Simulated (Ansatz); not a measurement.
**Where V_O puts its levels in the gap of MgO (Fm-3m)**

Aim: at which Fermi levels does V_O in MgO (Fm-3m) change its charge? The model is a cell of 54 host atoms with 1 O taken out.

Calculated with Ansatz 0.2.0; place-levels on r2SCAN runs: charge-transition levels and formation energies with image-charge correction and potential alignment at the atomic sites.

Experimental background.

For MgO, rocksalt (bulk crystal), “Electronic structure of alkaline earth and post-transition metal oxides” (2009, arxiv:0908.1581) quotes earlier work: band gap (literature experimental gap) 7.83 eV [Literature value based on experiment; other listed experimental values range from 7.7 to …].

Report form: the programs' logs are mostly left out.

### Step 1. Starting point

The cell holds 53 atoms: 27 Mg and 26 O. Cell: a = 8.919 Å, b = 8.919 Å, c = 8.919 Å, α = 60.0°, β = 60.0°, γ = 60.0°. It derives from MgO (space group Fm-3m). Nearest the centre at fractional (0.500, 0.500, 0.500): Mg46 at 2.10 Å, Mg50 at 2.10 Å, Mg34 at 2.10 Å, Mg28 at 2.10 Å, Mg44 at 2.10 Å, Mg32 at 2.10 Å, O26 at 2.97 Å, O24 at 2.97 Å.

As a file:

```xyz
53
Lattice="0.0000 6.3066 6.3066 6.3066 0.0000 6.3066 6.3066 6.3066 0.0000" Properties=species:S:1:pos:R:3 pbc="T T T"
Mg    0.0000    0.0000    0.0000
O     2.1022    2.1022    2.1022
Mg    2.1022    2.1022    0.0000
O     4.2044    4.2044    2.1022
Mg    4.2044    4.2044    0.0000
O     6.3066    6.3066    2.1022
Mg    2.1022    0.0000    2.1022
O     4.2044    2.1022    4.2044
Mg    4.2044    2.1022    2.1022
O     6.3066    4.2044    4.2044
Mg    6.3066    4.2044    2.1022
O     8.4088    6.3066    4.2044
Mg    4.2044    0.0000    4.2044
O     6.3066    2.1022    6.3066
Mg    6.3066    2.1022    4.2044
O     8.4088    4.2044    6.3066
Mg    8.4088    4.2044    4.2044
O    10.5110    6.3066    6.3066
Mg    0.0000    2.1022    2.1022
O     2.1022    4.2044    4.2044
Mg    2.1022    4.2044    2.1022
O     4.2044    6.3066    4.2044
Mg    4.2044    6.3066    2.1022
O     6.3066    8.4088    4.2044
Mg    2.1022    2.1022    4.2044
O     4.2044    4.2044    6.3066
Mg    4.2044    4.2044    4.2044
Mg    6.3066    6.3066    4.2044
O     8.4088    8.4088    6.3066
Mg    4.2044    2.1022    6.3066
O     6.3066    4.2044    8.4088
Mg    6.3066    4.2044    6.3066
O     8.4088    6.3066    8.4088
Mg    8.4088    6.3066    6.3066
O    10.5110    8.4088    8.4088
Mg    0.0000    4.2044    4.2044
O     2.1022    6.3066    6.3066
Mg    2.1022    6.3066    4.2044
O     4.2044    8.4088    6.3066
Mg    4.2044    8.4088    4.2044
O     6.3066   10.5110    6.3066
Mg    2.1022    4.2044    6.3066
O     4.2044    6.3066    8.4088
Mg    4.2044    6.3066    6.3066
O     6.3066    8.4088    8.4088
Mg    6.3066    8.4088    6.3066
O     8.4088   10.5110    8.4088
Mg    4.2044    4.2044    8.4088
O     6.3066    6.3066   10.5110
Mg    6.3066    6.3066    8.4088
O     8.4088    8.4088   10.5110
Mg    8.4088    8.4088    8.4088
O    10.5110   10.5110   10.5110
```

Screening for the image-charge correction: ε∞ = 3.23, ε0 = 10.09, from a response run on this crystal (DFPT, PBEsol) at that run's own cell.

The cell's shortest repeat is 8.9 Å.

### Step 2. What was run first

Levels follow from differences of total energies between charge states, each relaxed by itself.

Each atom starts 0.05 Å or so off its site in a random direction: a symmetric start keeps its symmetry, and would miss off-centre moves and Jahn–Teller distortions. Forces are taken at one point at (¼, ¼, ¼). The cell holds 1 electron more than the neutral one, with a uniform background that keeps it neutral on the whole. The electron count is odd, so at least one spin is unpaired; this run locks the moment at 1 μB.

The sampling was tested on the host first: at the k-points planned (1x1x1 shifted 0.25 0.25 0.25) its energy lies 0.020 eV an atom from the dense-mesh value, under the bound of 0.02 eV set for this test; that bounds the host's error, not the defect's.

One of the inputs; charge, spin and start change from state to state.

The input, qm1_M1.relax/input.yaml:

```yaml
crystal:
  lattice:
    - [0.0, 2.10219755, 2.10219755]
    - [2.10219755, 0.0, 2.10219755]
    - [2.10219755, 2.10219755, 0.0]
  atoms:
    - { symbol: Mg, position: [0.0, 0.0, 0.0] }
    - { symbol: O, position: [0.5, 0.5, 0.5] }
  supercell: [3, 3, 3]
  defects: [{ vacancy: 27 }]
total_charge: -1
basis:
  ecutwfc: 500
  xc_grid: 2
hamiltonian:
  xc: r2scan
kpoints:
  mp_grid: { grid: [1, 1, 1], shift: [0.25, 0.25, 0.25] }
magnetization:
  spin_polarized: true
  initial_magnetization: 1
  spin_locking: { lock_magnetization: hard }
scf:
  occupations: { method: fixed }
  max_iter: 60
output:
  forces: true
  charged_corrections: { epsilon: 3.23, static_epsilon: 10.09 }
relax:
  f_tol: 0.02
  max_steps: 80
  random_displacement: { amplitude: 0.05, seed: 4052 }
checkpoint:
  write: "../qm1_M1.relax.run"
  compress: false
  write_wavefunctions: true
  write_every: 100000
```

Started as:

```bash
ansatz run input.yaml --threads 4 --pin off --max-ram 7536MiB --backend cpu --events-out ev --progress --plain --runs-dir out
```

Defect states can disperse in a cell of this size, so the energy is taken again at a 2×2×2 shifted mesh, on the relaxed structure.

The run of this state that the levels use, under r2SCAN:

The input, qm1_M1.point/input.yaml:

```yaml
crystal:
  checkpoint: "../qm1_M1.relax.run"
  host: checkpoint
total_charge: -1
basis:
  ecutwfc: 500
  xc_grid: 2
hamiltonian:
  xc: r2scan
kpoints:
  mp_grid: { grid: [2, 2, 2], shift: [0.5, 0.5, 0.5] }
magnetization:
  spin_polarized: true
  initial_magnetization: 1
  spin_locking: { lock_magnetization: hard }
scf:
  occupations: { method: fermi_dirac, width: 0.01 }
  max_iter: 60
output:
  forces: true
  eigenvalues: true
  charged_corrections:
    epsilon: 3.23
    static_epsilon: 10.09
    defect_position: [0.5, 0.5, 0.5]
  eigenstates: { localisation: true }
  populations: true
  efg: {}
  band_densities: [{ bands: [v1, v1] }, { bands: [c1, c1] }]
  write_density: true
  write_potential: true
  volumetric_format: npy
checkpoint:
  read: "../qm1_M1.relax.run"
  write: "../qm1_M1.point.run"
  compress: false
  write_wavefunctions: false
  write_every: 100000
```

Relaxations under r2SCAN at one point at (¼, ¼, ¼); times on 4 threads of Arm Neoverse N1, shared host:

```csv
charge,moment (μB),occupations,outcome,steps,largest displacement against the far atoms (Å),time
−1,1,fixed,converged,5,0.01,3.8 min
0,0,fixed,converged,4,0.02,78 s
+1,1,fixed,converged,4,0.10,3.1 min
+2,0,fixed,converged,5,0.19,99 s
```

Single points under r2SCAN at a 2×2×2 shifted mesh; times on 4 threads of Arm Neoverse N1, shared host:

```csv
charge,moment (μB),occupations,outcome,time
−1,1,fermi-dirac,converged,4.6 min
0,0,fermi-dirac,converged,1.7 min
+1,1,fermi-dirac,converged,4.6 min
+2,0,fermi-dirac,converged,99 s
```

Distances (Å) from the ideal centre to the nearest atoms after relaxation with r2SCAN:

```csv
charge,moment (μB),1.,2.,3.,4.,5.,6.
−1,1,Mg 2.11,Mg 2.11,Mg 2.11,Mg 2.11,Mg 2.11,Mg 2.12
0,0,Mg 2.11,Mg 2.12,Mg 2.12,Mg 2.12,Mg 2.12,Mg 2.12
+1,1,Mg 2.20,Mg 2.20,Mg 2.20,Mg 2.20,Mg 2.20,Mg 2.20
+2,0,Mg 2.28,Mg 2.28,Mg 2.29,Mg 2.29,Mg 2.29,Mg 2.29
```

### Step 3. Levels against the band edges, r2SCAN

A charged cell interacts with its images and the background, and its potential has another zero than the host's. place-levels removes the first by a point-charge model, screened by the static dielectric constant since the ions have relaxed around the charge, and the second by comparing potentials at atoms far from the defect.

The host is a run of the defect-free crystal in the same cutoffs, grids and k-points, so that basis and sampling errors cancel in part in the differences. The host is run in a cell of 2 atoms on a matching mesh. Its band edges are searched through the zone by a band path, so the gap is smaller than, or equal to, that on the mesh. Chemical potentials are energies per atom of O (O2 molecule), run with the same functional and cutoff.

The input, levels.point.yaml:

```yaml
host:
  run: host.point.run
states: [qm1_M1.point.run, q0.point.run, qp1_M1.point.run, qp2.point.run]
geometry_from:
  qm1_M1.point.run: qm1_M1.relax.run
  q0.point.run: q0.relax.run
  qp1_M1.point.run: qp1_M1.relax.run
  qp2.point.run: qp2.relax.run
chemical_potentials:
  O:
    energy: -565.983079
    dataset: "<sha256 of the dataset>"
epsilon: 3.23
static_epsilon: 10.09
vertical:
  - { from: qm1_M1.point.run, to: qm1_M1.point_neutral.run }
  - { from: qp1_M1.point.run, to: qp1_M1.point_neutral.run }
  - { from: qp2.point.run, to: qp2.point_neutral.run }
```

Started as:

```bash
ansatz place-levels levels.point.yaml -- --threads 4 --pin off --max-ram 7536MiB
```

The job ended after 0.72 s (4 threads of Arm Neoverse N1, shared host).

Under r2SCAN the gap is 5.68 eV, (+2/+1) 1.61, (+1/0) 3.05, (0/−1) 5.72 (outside the gap) (with band filling) eV.

Levels between the charges placed, in eV above the valence top:

```csv
,gap (eV),(+2/+1),(+1/0),(0/−1)
r2SCAN,5.68,1.61,3.05,5.72
```

Corrections by state:

```csv
charge,moment (μB),image terms and alignment (eV),band filling (eV),ε used,"over the lowest of its charge, as the program ranks them, band filling apart (eV)"
+2,0.0,0.703,-,10.09,0.000
+1,1.0,0.099,-,10.09,0.000
0,0.0,0.000,-,-,0.000
−1,1.0,0.380,-1.157,10.09,0.000
```

The charged structures listed were also run neutral, and place-levels reads from each pair, by the potential or the spins, how wide the charge is by which they differ; that can be the carrier of either run.

```csv
charge,rms radius (Å),spread where it is widest against the cell (Å),wide from (Å),reading
+2,1.2,0.70,1.26,narrow
+1,1.1,0.63,1.26,narrow
−1,3.9,2.25,1.26,wide
```

The neutral runs of these pairs need not share the spin of the lowest neutral state, and very wide values only mean spread over the cell.

From the program's caveats on the states, each cut to its opening words:

- charge +2, +1 (1 μB), 0, −1 (1 μB): its alignment with the host at atomic sites is doubtful: the cell is too small to show whether the defect's potential has decayed: take a larger one
- charge +1 (1 μB), −1 (1 μB): flagged: stability check not made
- charge −1 (1 μB): it parts from the run at its places by a charge that spreads by about 2.3 Å along one vector (1.3 Å or more is wide), by its potential at epsilon 3.23, taken [...]
- charge −1 (1 μB): a band-filling correction moves a carrier to the host's band edge, which changes its energy by -1.157 eV
- charge −1 (1 μB): the host's ions (past the first shell or, of a walk that freed a part, those that it held) aren't shown at rest: they stand up to 0.009 Å off their sites, 0.18 [...]
- charge −1 (1 μB): its moments are held at its close (magnetization.spin_locking), by a field of 0.158 eV a Bohr magneton, and its energy and levels are of the state that this [...]

The host's formation energy from the elements is -2.971 eV per atom; it sets how far the chemical potentials can move.

Limit set by the element alone; other compounds of these elements are not counted. Chemical potentials from the elements' reference states: Mg 0.00 eV, O -5.94 eV. Formation energy by charge state (Mg-rich; gap 5.68 eV):

```csv
charge,at valence top (eV),at conduction bottom (eV),correction included (eV)
+2,-3.21,8.16,0.70
+1,-1.59,4.09,0.10
0,1.46,1.46,0.00
−1,7.18,1.50,-0.78
```

(Fermi level (eV), lowest formation energy (eV)): (0.00, -3.21), (0.52, -2.17), (1.03, -1.14), (1.55, -0.11), (2.07, 0.47), (2.58, 0.99), (3.10, 1.46), (3.62, 1.46), (4.14, 1.46), (4.65, 1.46), (5.17, 1.46), (5.68, 1.46)

Limit set by the element alone; other compounds of these elements are not counted. Chemical potentials from the elements' reference states: O 0.00 eV, Mg -5.94 eV. Formation energies (O-rich), with the Fermi level at the valence top and at the conduction bottom (gap 5.68 eV):

```csv
charge,at valence top (eV),at conduction bottom (eV),correction included (eV)
+2,2.74,14.10,0.70
+1,4.35,10.03,0.10
0,7.40,7.40,0.00
−1,13.13,7.44,-0.78
```

Fermi level (eV), lowest formation energy (eV) and a bar from the least value:
```
     0.00       2.74 
     0.52       3.77 #######
     1.03       4.80 #############
     1.55       5.83 ####################
     2.07       6.42 ########################
     2.58       6.93 ###########################
     3.10       7.40 ##############################
     3.62       7.40 ##############################
     4.14       7.40 ##############################
     4.65       7.40 ##############################
     5.17       7.40 ##############################
     5.68       7.40 ##############################
```

### Step 4. Effect of the sampling

The relaxations' own energies give the levels at their sampling, for comparison.

The input, levels.relax_mesh.yaml:

```yaml
host:
  run: host.relax.run
states: [qm1_M1.relax.run, q0.relax.run, qp1_M1.relax.run, qp2.relax.run]
chemical_potentials:
  O:
    energy: -565.983079
    dataset: "<sha256 of the dataset>"
```

Started as:

```bash
ansatz place-levels levels.relax_mesh.yaml -- --threads 4 --pin off --max-ram 7536MiB
```

Elapsed: 0.23 s, on 4 threads.

Levels between neighbouring charges, in eV above the valence top:

```csv
,gap (eV),(+2/+1),(+1/0),(0/−1)
"one point at (¼, ¼, ¼)",5.67,1.42,2.84,5.72
a 2×2×2 shifted mesh,5.68,1.61,3.05,5.72
```

Going from one point at (¼, ¼, ¼) to a 2×2×2 shifted mesh moves the levels that carry no band-filling term by up to 0.21 eV and formation energies against the elements by up to 0.41 eV; band-filling terms, which differ between samplings, are in these energies.

### Step 5. Placing the levels, PBEsol

PBEsol on the same structure is run to see how far the result rests on the functional, though not on the errors that semilocal functionals share; the sampling changes too, to one point at (¼, ¼, ¼), so differences hold both changes.

qm1_M1.pbesol/input.yaml, as its differences from qm1_M1.point/input.yaml of step 2:

```diff
@@ -5,8 +5,8 @@
 basis:
-  ecutwfc: 500
+  ecutwfc: 420
   xc_grid: 2
 hamiltonian:
-  xc: r2scan
+  xc: pbesol
 kpoints:
-  mp_grid: { grid: [2, 2, 2], shift: [0.5, 0.5, 0.5] }
+  mp_grid: { grid: [1, 1, 1], shift: [0.25, 0.25, 0.25] }
 magnetization:
@@ -32,5 +32,5 @@
   volumetric_format: npy
+  elf: true
 checkpoint:
-  read: "../qm1_M1.relax.run"
-  write: "../qm1_M1.point.run"
+  write: "../qm1_M1.pbesol.run"
   compress: false
```

Run time: 54 s. Hardware: 4 threads; peak memory 1.6 GiB.

The input, levels.pbesol.yaml:

```yaml
host:
  run: host.pbesol.run
states: [qm1_M1.pbesol.run, q0.pbesol.run, qp1_M1.pbesol.run, qp2.pbesol.run]
geometry_from:
  qm1_M1.pbesol.run: qm1_M1.relax.run
  q0.pbesol.run: q0.relax.run
  qp1_M1.pbesol.run: qp1_M1.relax.run
  qp2.pbesol.run: qp2.relax.run
chemical_potentials:
  O:
    energy: -558.282649
    dataset: "<sha256 of the dataset>"
```

Started as:

```bash
ansatz place-levels levels.pbesol.yaml -- --threads 4 --pin off --max-ram 7536MiB
```

Wall time 0.37 s (4 threads).

Under PBEsol the gap is 4.66 eV, (+2/+1) 1.21, (+1/0) 2.32, (0/−1) 4.70 (outside the gap) (with band filling) eV.

### Step 6. A changed set-up

In this try the input is made faulty on purpose, to show what that does.

Another version of the file is tried.

levels.try0.yaml is levels.point.yaml with these lines changed:

```diff
-states: [qm1_M1.point.run, q0.point.run, qp1_M1.point.run, qp2.point.run]
+states: [qm1_M1.relax.run, q0.point.run, qp1_M1.point.run, qp2.point.run]
-  qm1_M1.point.run: qm1_M1.relax.run
```

Started as:

```bash
ansatz place-levels levels.try0.yaml -- --threads 4 --pin off --max-ram 7536MiB
```

The change: a state from another k-mesh.

No levels were formed: the file was rejected.

### Step 7. What a wrong or other choice does

The levels are placed again with one choice changed, to see how much they rest on it.

levels.try1.yaml is levels.point.yaml with these lines changed:

```diff
-epsilon: 3.23
-static_epsilon: 10.09
+epsilon: 1.0001
+static_epsilon: 1.0001
```

Started as:

```bash
ansatz place-levels levels.try1.yaml -- --threads 4 --pin off --max-ram 7536MiB
```

The change: no screening of the image charge.

Levels in eV above the valence top; the changed ones are not the defect's:

```csv
,gap (eV),(+2/+1),(+1/0),(0/−1)
changed,5.68,-0.83,1.47,5.72
as set up,5.68,1.61,3.05,5.72
```

The largest shift is 2.45 eV, band-filling terms included.

### Step 8. Cost and result

Levels between neighbouring charges, in eV above each run's own valence top:

```csv
,gap (eV),(+2/+1),(+1/0),(0/−1),CPU time a state at this stage (restarts are quicker than cold starts)
"r2SCAN, 2×2×2 shifted mesh",5.68,1.61,3.05,5.72,12 min
"PBEsol on r2SCAN structures, (¼, ¼, ¼)",4.66,1.21,2.32,4.70,2.2 min
```

### Step 9. Summary of results

- gap of the host: 5.68 eV (r2SCAN)
- level (plus 2/plus 1): 1.61 eV above the valence top
- level (plus 1/0): 3.05 eV above the valence top
- level (0/minus 1): 5.72 eV above the valence top, past the conduction bottom (6.88 eV above the valence top without the band-filling term)
- lowest of the charges placed, just above the valence top (0.02 eV): +2
- lowest of the charges placed, just below the conduction bottom (0.02 eV): 0
- lowest formation energy at mid-gap of the charges run, Mg-rich: 1.25 eV
- lowest formation energy at mid-gap of the charges run, O-rich: 7.19 eV

**Reading.** Of the charges placed (−1, 0, +1 and +2), the lowest changes at 1.61 eV (+2/+1) and 3.05 eV (+1/0) above the valence top, in a gap of 5.68 eV. Charges above +2 were not placed, so these runs say nothing of levels that involve them. States placed: +2 at 0 μB; +1 at 1 μB; 0 at 0 μB; −1 at 1 μB. Other spin states or structures, where not listed, weren't placed. The program finds carriers beyond a band edge of the host and adds a band-filling term at charge −1 (-1.16 eV); steps to such a charge show no bound level, and a defect level inside a band would be read the same way. Going from one point at (¼, ¼, ¼) to a 2×2×2 shifted mesh moves the levels that carry no band-filling term by up to 0.21 eV and formation energies against the elements by up to 0.41 eV; band-filling terms, which differ between samplings, are in these energies. The program doubts the alignment of potentials for at least one state, a sign that the cell is small. What this leaves open: the images are only 8.9 Å apart; r2SCAN makes the gap too small and tends to spread out bound carriers; where a gas molecule sets a chemical potential or the host's formation energy, its binding is uncorrected; force components of up to 0.32 eV/Å remain in a run at the final settings.

Calculation against experiment:

| quantity | measured | PBEsol | r2SCAN |
| --- | --- | --- | --- |
| band gap (least gap of the host) (eV) | 7.83 | 4.66 (-3.17 eV) | 5.68 (-2.15 eV) |

Measured values from arxiv:0908.1581 (2009).

**Verdict.** For the band gap, of the levels listed nearest comes r2SCAN (-2.15 eV, a clear miss) and farthest PBEsol (-3.17 eV, a clear miss). Local and semilocal functionals usually give gaps below the measured ones. Zero-point and thermal motion shift the measured gap.

[Logs are printed without paths, hosts, clocks, repeated set-up lines and the standing remarks that a program may print on its own settings, such as how far it seeks lower states.]

[Hosts, paths, dates, database ids (printed as entryN), source tags and the programs' standing remarks are cut or masked in the printed files.]

[Where a table of states has a column of steps, it counts the stored structures, which are thinned; the runs took as many ionic steps or more.]

[A defect's name tells the site on which it was built; relaxed atoms can leave that site.]

[For some hosts the program warned that the k-mesh of the response run may be too coarse for force constants and the static dielectric constant; such warnings are not shown here.]
